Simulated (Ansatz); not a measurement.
## Work function of Na(110): what the settings cost and change

How far do cutoff, k-mesh and smearing move the work function of Na(110)?

Program: Ansatz 0.2.0. Level of theory: plane-wave DFT, PBE, Ansatz PAW. Results are calculated unless marked as measured.

**1. Starting point**

The cell holds 7 atoms: 7 Na. Cell: a = 3.663 Å, b = 3.663 Å, c = 35.946 Å, α = 90.0°, β = 90.0°, γ = 70.5°. Vacuum lies along c.

**2. Run, setting cutoff 200 eV**

A work function rests on the faint tail of the density, so the SCF threshold is tight. The cutoff is raised first; then mesh and smearing are varied at the default cutoff.

Input file input.yaml:

```yaml
crystal:
  lattice:
    - [2.9910616844, -2.115, 0.0]
    - [2.9910616844, 2.115, 0.0]
    - [0.0, 0.0, 35.9463701065]
  atoms:
    - { symbol: Na, position: [0.0, 0.0, 0.2503729855] }
    - { symbol: Na, position: [0.5, 0.5, 0.3335819903] }
    - { symbol: Na, position: [0.0, 0.0, 0.4167909952] }
    - { symbol: Na, position: [0.5, 0.5, 0.5] }
    - { symbol: Na, position: [0.0, 0.0, 0.5832090048] }
    - { symbol: Na, position: [0.5, 0.5, 0.6664180097] }
    - { symbol: Na, position: [0.0, 0.0, 0.7496270145] }
kpoints:
  mp_grid: { grid: [12, 12, 1] }
hamiltonian:
  xc: pbe
scf:
  occupations: { method: fermi_dirac, width: 0.1 }
  convergence: { dr2_threshold: 1.0e-09 }
efield:
  axis: 3
  dipole_correction: true
  ramp_position: 0.97
  ramp_width: 0.06
basis:
  ecutwfc: "200 eV"
output:
  write_potential: true
  write_density: true
  volumetric_format: npy
  elf: true
```

The run is started by

```bash
$ ansatz run input.yaml --threads 2 --pin off --max-ram 3072MiB --backend cpu --events-out ev --progress --plain --runs-dir out
```

Numbers of over 12 decimals in the logs are rounded to 6 here.

What it wrote:

```text
Warning: basis.ecutwfc = 200 eV is below the records' recommended 420 eV, and the density's cutoff is lower with it unless basis.ecutrho_ratio is high enough to keep the records' density cutoff: compare with a run at a higher cutoff
Engine: ansatz 0.2.0, x86_64-unknown-linux-gnu
Pseudopotentials: kind: paw
Pseudopotential: Na, paw, valence charge 9, recommended cutoff 420 eV (normal), Na.paw.azcp
Functional definition: PBE
  parameter kappa = 0.804
  parameter beta = 0.066725
  exchange = pbe_x(kappa = kappa, mu = beta*pi^2/3)
  correlation = pbe_c(beta = beta)
Crystal: 7 atoms, lattice volume = 454.800 Å³
Basis set: ecut = 200 eV, 2893 PW (Γ)
Bands: 39, of which v1, the nominal top of the filled ones, is band 32 counted from 1 (31 counted from 0)
Symmetry: 4 space group operations
k-points: 43 of 144
Non-local potential: Na, projectors of the file, l = 0: 3, l = 1: 2, l = 2: 1
PAW form: soft (Blöchl's): semilocal exchange-correlation on the pseudo side does not see the compensation charge
PAW one-centre angular grid: Na, 110 points (default); XC on 64 Gauss nodes
Initial density: superposition of atomic densities (neutral atoms: chi_scale 0, normalization atom), corrected by the library's trained network
Initial wavefunctions: pseudopotential atomic-orbital guess
Functional: x = pbe(κ = 0.804, μ = 0.219515), c = pbe(β = 0.066725)
SCF iter   1: F=—  HF=-10385.267531 eV  |F-HF|=—  |Δ(HF+E_count)|=         —  Δρ=2.92e-2  dr2=2.99e0  ethr=1.77e-3  p=0.000 e·Å  D=7.23e-15 V/Å  ΔV_dip=-0.00 eV  dr2_dipole=2.11e-10  V_vac-E_F(+/−)=3.09/3.09 eV  ⟨swp⟩=9.9  Hψ=8243  notcnv=0
efield: sawtooth ramp at fractional position 0.9700 (set: `efield.ramp_position`, or a place that a band, a saddle search or an elastic batch's reference lends), width 0.0600; the density the first Hamiltonian is built on has a dipole p = 0.000 e·Å; the dipole correction subtracts the counter field D = 7.23e-15 V/Å, which shifts the + side's vacuum level by -0.00 eV against the − side's; the planar-averaged density in the ramp window peaks in size at 2.0e-5 e/Å³
preconditioner: auto → LDOS  [metal: Δε(μ)=0.044 eV  Ē_g=3.081 eV  σ=0.100 eV  W_gap=0.11  n_scr=58 (ndim 8)  ℏωp=4.6 eV  f_vac=0.393  D(μ)=3.48/eV (n_scr^D=12)  β→1.0]
SCF iter   2: F=—  HF=-10384.586197 eV  |F-HF|=—  |Δ(HF+E_count)|=   6.81e-1  Δρ=1.72e-2  dr2=5.83e-1  ethr=1.77e-3  p=0.000 e·Å  D=5.78e-7 V/Å  ΔV_dip=-0.00 eV  dr2_dipole=6.23e-9  V_vac-E_F(+/−)=2.96/2.96 eV  ⟨swp⟩=2.4  Hψ=3718  notcnv=0
SCF iter   3: F=—  HF=-10384.082354 eV  |F-HF|=—  |Δ(HF+E_count)|=   5.04e-1  Δρ=1.26e-3  dr2=1.64e-2  ethr=9.25e-4  p=-0.000 e·Å  D=-7.04e-8 V/Å  ΔV_dip=0.00 eV  dr2_dipole=2.25e-10  V_vac-E_F(+/−)=2.96/2.96 eV  ⟨swp⟩=2.0  Hψ=3354  notcnv=0
SCF iter   4: F=—  HF=-10384.080341 eV  |F-HF|=—  |Δ(HF+E_count)|=   2.01e-3  Δρ=1.02e-4  dr2=2.29e-4  ethr=2.61e-5  p=0.000 e·Å  D=1.47e-7 V/Å  ΔV_dip=-0.00 eV  dr2_dipole=2.99e-11  V_vac-E_F(+/−)=2.94/2.94 eV  ⟨swp⟩=2.3  Hψ=2602  notcnv=0
SCF iter   5: F=—  HF=-10384.080331 eV  |F-HF|=—  |Δ(HF+E_count)|=   9.98e-6  Δρ=1.88e-5  dr2=2.20e-6  ethr=3.63e-7  p=0.000 e·Å  D=4.47e-8 V/Å  ΔV_dip=-0.00 eV  dr2_dipole=8.66e-12  V_vac-E_F(+/−)=2.94/2.94 eV  ⟨swp⟩=1.8  Hψ=1756  notcnv=0
SCF iter   6: F=—  HF=-10384.080327 eV  |F-HF|=—  |Δ(HF+E_count)|=   3.86e-6  Δρ=7.84e-6  dr2=3.63e-7  ethr=3.49e-9  p=0.000 e·Å  D=4.53e-8 V/Å  ΔV_dip=-0.00 eV  dr2_dipole=1.17e-12  V_vac-E_F(+/−)=2.93/2.94 eV  ⟨swp⟩=2.0  Hψ=2933  notcnv=0
SCF iter   7: F=—  HF=-10384.080327 eV  |F-HF|=—  |Δ(HF+E_count)|=   2.76e-8  Δρ=2.38e-6  dr2=2.46e-8  ethr=5.76e-10  p=0.000 e·Å  D=1.30e-8 V/Å  ΔV_dip=-0.00 eV  dr2_dipole=2.67e-13  V_vac-E_F(+/−)=2.93/2.93 eV  ⟨swp⟩=2.0  Hψ=3026  notcnv=0
SCF iter   8: F=—  HF=-10384.080327 eV  |F-HF|=—  |Δ(HF+E_count)|=   3.49e-9  Δρ=2.87e-7  dr2=1.88e-9  ethr=3.90e-11  p=0.000 e·Å  D=3.78e-9 V/Å  ΔV_dip=-0.00 eV  dr2_dipole=9.03e-15  V_vac-E_F(+/−)=2.93/2.93 eV  ⟨swp⟩=2.0  Hψ=3050  notcnv=0
SCF iter   9: F=-10384.080327 eV  HF=-10384.080327 eV  |F-HF|=1.71e-10  |Δ(HF+E_count)|=  5.57e-10  Δρ=7.84e-8  dr2=2.02e-10  ethr=1.59e-12  p=0.000 e·Å  D=1.29e-9 V/Å  ΔV_dip=-0.00 eV  dr2_dipole=3.54e-15  V_vac-E_F(+/−)=2.93/2.93 eV  ⟨swp⟩=5.2  Hψ=4436  notcnv=0
WARN: efield: at this solve's end the planar-averaged density reaches 3.00e-5 e/Å³ inside the ramp window [0.9422, 0.0578] (bound 1e-5 e/Å³); by the running means of the window's planes the mean density over a ramp is at most 1.74e-5 e/Å³, which is held to the bound (the quickstart, § The vacuum guard, A window that rings); the window's nearer edge stands 6.92 Å from this solve's nearest atom along the axis. Its work [...]
SCF 1 converged in 9 iterations: F = -10384.080327 eV  dr2 = 2.02e-10
  greatest PAW one-centre occupation: 1.088 electrons in one spin orbital (limit 2), on the Na atom at site 0 (counted from 0), in its partial waves of l = 1
WARN: The output density's exchange-correlation potential varies sharply where the density is thin. Do not read a vacuum level from v_tot or v_xc, or from such a field of the output density. On a cell that repeats whose density bears no net charge and no dipole along the vacuum's axis use v_es (v_loc + v_h of the components); under efield.dipole_correction with no amplitude use v_es + v_field, which holds any externa [...]
SCF converged after 9 iterations
Free energy (F): -10384.080327 eV
Harris-Foulkes:  -10384.080327 eV  (|F-HF|=1.71e-10)
Internal energy: -10383.958803 eV  (E = F + TS)
E sigma→0 (E₀):  -10384.019565 eV
Entropy (-TS):   -0.121524 eV (-17.361 meV/atom)
Fermi energy:    -0.237615 eV
Dipole field:    D = -0.000000 V/Å  (p = -0.000000 e·Å, saw-weighted, corrected)
Work function:   Φ+ = 2.9338 eV   Φ− = 2.9346 eV
Levels:          The Fermi level and band energies are counted from a zero that moves with the ramp; work functions are not
Vacuum region:   at the solve's end the planar-averaged density reaches 3.00e-5 e/Å³ inside the ramp window [0.9422, 0.0578] (bound 1e-5 e/Å³); by the running means of the window's planes the mean density over a ramp is at most 1.74e-5 e/Å³, which is held to the bound (the quickstart, § The vacuum guard, A window that rings)
--- Per-component energies (eV) ---
  E_band       = -1868.701161
  E_kinetic    = 916.869620
  E_local      = -40457.258660  (includes V_loc(G=0)·N_el)
  E_nonlocal   = 751.649282
  E_hartree    = 18803.864256
  E_xc         = -281.833945
  E_vxc        = -362.483126  (∫ρ·V_xc dr)
  E_paw        = -1853.591473  (= ΣΔE_a)
  E_vpaw       = -325.206989  (= ΣTr[D̂ρ^β])
  E_aug_tail   = 0.003169  (compensation charges beyond the density's cutoff)
  E_efield     = 0.000000  (sawtooth field / dipole correction)
  E_vefield    = 0.000000  (∫n·V_field dr)
  E_ewald      = 11736.338950
  E_smearing   = -0.121524  (= −TS)
  E_closure    = -0.000000  (closes the sum)
  Σ components = -10384.080327   (vs F -10384.080327, Δ=0.00e0)
--- Band table (eV; the first three rows and the last of 43) ---
  k-point 0: bands = [... 28 lower, -3.3933, -3.1917, -2.8461, -2.3549, -1.7339, -0.9978, -0.1817, 0.5004, ... 3 higher]
  k-point 1: bands = [... 28 lower, -3.3032, -3.1019, -2.7567, -2.2662, -1.6458, -0.9104, -0.0952, 0.5843, ... 3 higher]
  k-point 2: bands = [... 28 lower, -3.0337, -2.8334, -2.4897, -2.0009, -1.3824, -0.6496, 0.1620, 0.8308, ... 3 higher]
  k-point 42: bands = [... 28 lower, 0.5882, 0.7688, 1.0338, 1.0785, 1.2375, 1.5300, 1.5816, 2.0591, ... 3 higher]
```

Wall time 9.9 s (2 threads of Intel Xeon 6975P-C (Granite Rapids), shared host); peak memory 0.56 GiB; 19 s of CPU time.

This step gave:

```yaml
energy_at_zero_smearing: -10384.0196 eV
work_function_upper_face: 2.934 eV
```

Running mean over 2.991 Å of the planar mean; the ramp of the sawtooth is left out. The electron's electrostatic potential energy less the Fermi level by z:

| z (Å) | electron's electrostatic potential energy less the Fermi level (eV) |
| --- | --- |
| 4 | 2.91 |
| 5 | 2.88 |
| 6 | 2.72 |
| 7 | 1.97 |
| 8 | -0.423 |
| 9 | -0.928 |
| 10 | -0.849 |
| 11 | -0.811 |
| 12 | -0.811 |
| 13 | -0.798 |
| 14 | -0.792 |
| 15 | -0.795 |
| 16 | -0.796 |
| 17 | -0.798 |
| 18 | -0.800 |
| 19 | -0.797 |
| 20 | -0.796 |
| 21 | -0.795 |
| 22 | -0.792 |
| 23 | -0.799 |
| 24 | -0.811 |
| 25 | -0.811 |
| 26 | -0.854 |
| 27 | -0.925 |
| 28 | -0.329 |
| 29 | 2.05 |
| 30 | 2.73 |
| 31 | 2.88 |
| 32 | 2.91 |

Valence density in the ca plane at fractional y = 0.000, with atoms of Na within 0.2 Å of it. It is the smooth field of the valence electrons, not physical close to the nuclei.

Ten steps, logarithmic in the rise over the least value, from '0' (0 e/Å³) to '9' (17 e/Å³), each cell a mean:
```
10000000000037983000000000001588610000000000
00000000000013541000000000000255200000000000
00000000000000100000000000000011000000000000
00000000000000000000000000000000000000000000
00000000000000000000000000000000000000000000
00000000000000000000000000000000000000000000
00000000000000000000000000000000000000000000
00000000000002320000000000000123100000000000
10000000000026762000000000001477410000000000
10000000000038984000000000001699710000000000
```
Columns run along c (16.0 Å, from fractional 0.44 to 0.89 of the cell), rows up along a (3.7 Å). Atoms in or near the plane, at fractional coordinates: Na at (0.58, 0.00), Na at (0.75, 0.00).

ELF in the ca plane at fractional y = 0.000, with atoms of Na within 0.2 Å of it. It is the smooth field of the valence electrons, not physical close to the nuclei.

Ten even steps from '0' (0.00) to '9' (0.59), each cell a mean:
```
21256556642059796023666565222987921010000000
02355323552116871124643345320488401010000000
22464222563211111236532235422111121110000000
23663222465222222256532235543333312210000000
56665223656542224566732245566432365210000000
35664222566422222466632235553333224210000000
22563212464221012246522235523211221210000000
12364223552203530225632235321144211010000000
12256445642139994024654455221799811010000000
31256656642078478023666655212955931010000000
```
Columns run along c (16.0 Å, from fractional 0.44 to 0.89 of the cell), rows up along a (3.7 Å). Atoms in or near the plane, at fractional coordinates: Na at (0.58, 0.00), Na at (0.75, 0.00).

Electrostatic potential energy in the ca plane at fractional y = 0.000, with atoms of Na within 0.2 Å of it. With pseudopotentials it is smooth inside the atoms' cores, unlike the true potential.

Ten even steps from '0' (-31 eV) to '9' (3 eV), each cell a mean:
```
79999999999860005899999999997300278999999999
89999999999975357899999999998644689999999999
99999999999988888999999999999888899999999999
99999999999999999999999999999999999999999999
99999999999999999999999999999999999999999999
99999999999999999999999999999999999999999999
99999999999998889999999999999988899999999999
89999999999987678999999999998766789999999999
89999999999872016899999999998411478999999999
78999999999850004899999999997100178999999999
```
Columns run along c (16.0 Å, from fractional 0.44 to 0.89 of the cell; values clipped at the 3rd and 97th percentile), rows up along a (3.7 Å). Atoms in or near the plane, at fractional coordinates: Na at (0.58, 0.00), Na at (0.75, 0.00).

The work function is 2.934 eV.

**3. Slab**

input.yaml, as its differences from that of step 2:

```diff
@@ -26,3 +26,3 @@
 basis:
-  ecutwfc: "200 eV"
+  ecutwfc: "300 eV"
 output:
@@ -31,2 +31 @@
   volumetric_format: npy
-  elf: true
```

What it wrote:

```text
[...]
Crystal: 7 atoms, lattice volume = 454.800 Å³
Basis set: ecut = 300 eV, 5329 PW (Γ)
Bands: 39, of which v1, the nominal top of the filled ones, is band 32 counted from 1 (31 counted from 0)
Symmetry: 4 space group operations
k-points: 43 of 144
[...]
k-point 1: bands = [... 28 lower, -3.2394, -3.0378, -2.6924, -2.2021, -1.5824, -0.8494, -0.0404, 0.6289, ... 3 higher]
  k-point 2: bands = [... 28 lower, -2.9698, -2.7690, -2.4250, -1.9366, -1.3192, -0.5889, 0.2163, 0.8753, ... 3 higher]
  k-point 42: bands = [... 28 lower, 0.6428, 0.8211, 1.0994, 1.1319, 1.3024, 1.5814, 1.6446, 2.1195, ... 3 higher]
[key lines of the parts left out:]
SCF converged after 8 iterations
Free energy (F): -10404.304030 eV
Fermi energy:    -0.176942 eV
Dipole field:    D = -0.000000 V/Å  (p = -0.000000 e·Å, saw-weighted, corrected)
Work function:   Φ+ = 2.8362 eV   Φ− = 2.8363 eV
```

Wall time 23 s (2 threads); peak memory 0.78 GiB.

The work function is 2.836 eV, -0.098 eV from the run “cutoff 200 eV”, at 2.3 times its CPU time.

**4. Slab**

input.yaml, as its differences from that of step 3:

```diff
@@ -26,3 +26,3 @@
 basis:
-  ecutwfc: "300 eV"
+  ecutwfc: "420 eV"
 output:
```

What it wrote:

```text
[...]
Crystal: 7 atoms, lattice volume = 454.800 Å³
Basis set: ecut = 420 eV, 8835 PW (Γ)
Bands: 39, of which v1, the nominal top of the filled ones, is band 32 counted from 1 (31 counted from 0)
Symmetry: 4 space group operations
k-points: 43 of 144
[...]
k-point 1: bands = [... 28 lower, -3.2385, -3.0367, -2.6912, -2.2008, -1.5811, -0.8481, -0.0392, 0.6308, ... 3 higher]
  k-point 2: bands = [... 28 lower, -2.9688, -2.7678, -2.4237, -1.9352, -1.3178, -0.5877, 0.2175, 0.8771, ... 3 higher]
  k-point 42: bands = [... 28 lower, 0.6448, 0.8231, 1.1002, 1.1339, 1.3034, 1.5833, 1.6456, 2.1205, ... 3 higher]
[key lines of the parts left out:]
SCF converged after 9 iterations
Free energy (F): -10404.634807 eV
Fermi energy:    -0.175416 eV
Dipole field:    D = 0.000000 V/Å  (p = 0.000000 e·Å, saw-weighted, corrected)
Work function:   Φ+ = 2.8361 eV   Φ− = 2.8361 eV
```

Run time: 49 s. Hardware: 2 threads; peak memory 1.1 GiB; 81 s of CPU time.

The work function is 2.836 eV, -0.098 eV from the run “cutoff 200 eV”, at 4.3 times its CPU time.

**5. Run**

input.yaml, as its differences from that of step 4:

```diff
@@ -26,3 +26,3 @@
 basis:
-  ecutwfc: "420 eV"
+  ecutwfc: "600 eV"
 output:
```

What it wrote:

```text
[...]
Crystal: 7 atoms, lattice volume = 454.800 Å³
Basis set: ecut = 600 eV, 15189 PW (Γ)
Bands: 39, of which v1, the nominal top of the filled ones, is band 32 counted from 1 (31 counted from 0)
Symmetry: 4 space group operations
k-points: 43 of 144
[...]
k-point 1: bands = [... 28 lower, -3.2383, -3.0365, -2.6910, -2.2005, -1.5809, -0.8480, -0.0391, 0.6307, ... 3 higher]
  k-point 2: bands = [... 28 lower, -2.9685, -2.7676, -2.4235, -1.9350, -1.3176, -0.5875, 0.2176, 0.8770, ... 3 higher]
  k-point 42: bands = [... 28 lower, 0.6448, 0.8232, 1.1005, 1.1340, 1.3036, 1.5834, 1.6459, 2.1208, ... 3 higher]
[key lines of the parts left out:]
SCF converged after 8 iterations
Free energy (F): -10404.639881 eV
Fermi energy:    -0.175232 eV
Dipole field:    D = -0.000000 V/Å  (p = -0.000000 e·Å, saw-weighted, corrected)
Work function:   Φ+ = 2.8362 eV   Φ− = 2.8362 eV
```

Run time: 88 s. Hardware: 2 threads; peak memory 1.7 GiB; 2.7 min of CPU time.

The work function is 2.836 eV, +0.000 eV from the run “cutoff 420 eV”, at 2.0 times its CPU time.

**6. Run**

input.yaml, as its differences from that of step 5:

```diff
@@ -14,3 +14,3 @@
 kpoints:
-  mp_grid: { grid: [12, 12, 1] }
+  mp_grid: { grid: [2, 2, 1] }
 hamiltonian:
@@ -25,4 +25,2 @@
   ramp_width: 0.06
-basis:
-  ecutwfc: "600 eV"
 output:
```

What it wrote:

```text
[...]
Crystal: 7 atoms, lattice volume = 454.800 Å³
Basis set: ecut = 420 eV, 8835 PW (Γ)
Bands: 39, of which v1, the nominal top of the filled ones, is band 32 counted from 1 (31 counted from 0)
Symmetry: 4 space group operations
k-points: 3 of 4
[...]
Work function:   Φ+ = 2.9979 eV   Φ− = 2.9979 eV
[...]
--- Band table (eV) ---
  k-point 0: bands = [... 28 lower, -3.4660, -3.2782, -2.9883, -2.4926, -1.8323, -1.0855, -0.2823, 0.4036, ... 3 higher]
  k-point 1: bands = [... 28 lower, -0.3146, -0.3091, -0.1484, -0.1242, 0.1117, 0.1363, 0.4259, 0.8663, ... 3 higher]
  k-point 2: bands = [... 28 lower, 0.5087, 0.6724, 0.9279, 0.9613, 1.1521, 1.3822, 1.4383, 1.9154, ... 3 higher]
[key lines of the parts left out:]
SCF converged after 12 iterations
Free energy (F): -10402.327326 eV
Fermi energy:    -0.054770 eV
Dipole field:    D = 0.000001 V/Å  (p = 0.000004 e·Å, saw-weighted, corrected)
```

Run time: 6.3 s. Hardware: 2 threads; peak memory 0.53 GiB; 6.6 s of CPU time.

The work function is 2.998 eV, +0.162 eV from the run “cutoff 420 eV”, at 0.081 times its CPU time.

**7. Slab**

input.yaml, as its differences from that of step 6:

```diff
@@ -14,3 +14,3 @@
 kpoints:
-  mp_grid: { grid: [2, 2, 1] }
+  mp_grid: { grid: [4, 4, 1] }
 hamiltonian:
```

What it wrote:

```text
[...]
Crystal: 7 atoms, lattice volume = 454.800 Å³
Basis set: ecut = 420 eV, 8835 PW (Γ)
Bands: 39, of which v1, the nominal top of the filled ones, is band 32 counted from 1 (31 counted from 0)
Symmetry: 4 space group operations
k-points: 7 of 16
[...]
k-point 1: bands = [... 28 lower, -2.5255, -2.3411, -2.0188, -1.5197, -0.8935, -0.1739, 0.6203, 1.2717, ... 3 higher]
  k-point 2: bands = [... 28 lower, -0.1809, -0.1743, -0.0093, 0.0025, 0.2838, 0.3024, 0.6082, 1.0393, ... 3 higher]
  k-point 6: bands = [... 28 lower, 0.6408, 0.8038, 1.0961, 1.0975, 1.2864, 1.5590, 1.6081, 2.0959, ... 3 higher]
[key lines of the parts left out:]
SCF converged after 10 iterations
Free energy (F): -10404.414564 eV
Fermi energy:    -0.160509 eV
Dipole field:    D = -0.000002 V/Å  (p = -0.000005 e·Å, saw-weighted, corrected)
Work function:   Φ+ = 2.8521 eV   Φ− = 2.8520 eV
```

Run time: 9.5 s. Hardware: 2 threads; peak memory 0.6 GiB.

The work function is 2.852 eV, +0.016 eV from the run “cutoff 420 eV”, at 0.19 times its CPU time.

**8. Run**

input.yaml, as its differences from that of step 7:

```diff
@@ -14,3 +14,3 @@
 kpoints:
-  mp_grid: { grid: [4, 4, 1] }
+  mp_grid: { grid: [8, 8, 1] }
 hamiltonian:
```

What it wrote:

```text
[...]
Crystal: 7 atoms, lattice volume = 454.800 Å³
Basis set: ecut = 420 eV, 8835 PW (Γ)
Bands: 39, of which v1, the nominal top of the filled ones, is band 32 counted from 1 (31 counted from 0)
Symmetry: 4 space group operations
k-points: 21 of 64
[...]
k-point 1: bands = [... 28 lower, -3.1325, -2.9314, -2.5854, -2.0943, -1.4777, -0.7437, 0.0641, 0.7295, ... 3 higher]
  k-point 2: bands = [... 28 lower, -2.5287, -2.3295, -1.9867, -1.4998, -0.8885, -0.1613, 0.6371, 1.2842, ... 3 higher]
  k-point 20: bands = [... 28 lower, 0.6382, 0.8162, 1.0936, 1.1281, 1.2964, 1.5789, 1.6397, 2.1161, ... 3 higher]
[key lines of the parts left out:]
SCF converged after 8 iterations
Free energy (F): -10404.621740 eV
Fermi energy:    -0.157502 eV
Dipole field:    D = -0.000001 V/Å  (p = -0.000002 e·Å, saw-weighted, corrected)
Work function:   Φ+ = 2.8272 eV   Φ− = 2.8272 eV
```

It took 22 s on 2 threads; peak memory 0.8 GiB.

The work function is 2.827 eV, -0.009 eV from the run “cutoff 420 eV”, at 0.48 times its CPU time.

(Continued in part 2 of 2.)

[Logs are printed without paths, hosts, clocks, repeated set-up lines and the standing remarks that a program may print on its own settings, such as how far it seeks lower states.]

[Hosts, paths, dates, database ids (printed as entryN), source tags and the programs' standing remarks are cut or masked in the printed files.]

[Maps of the electrostatic potential energy from Ansatz leave out the sawtooth potential of an applied field or a dipole correction, so their vacuum need not be flat; planar profiles and work functions include it.]
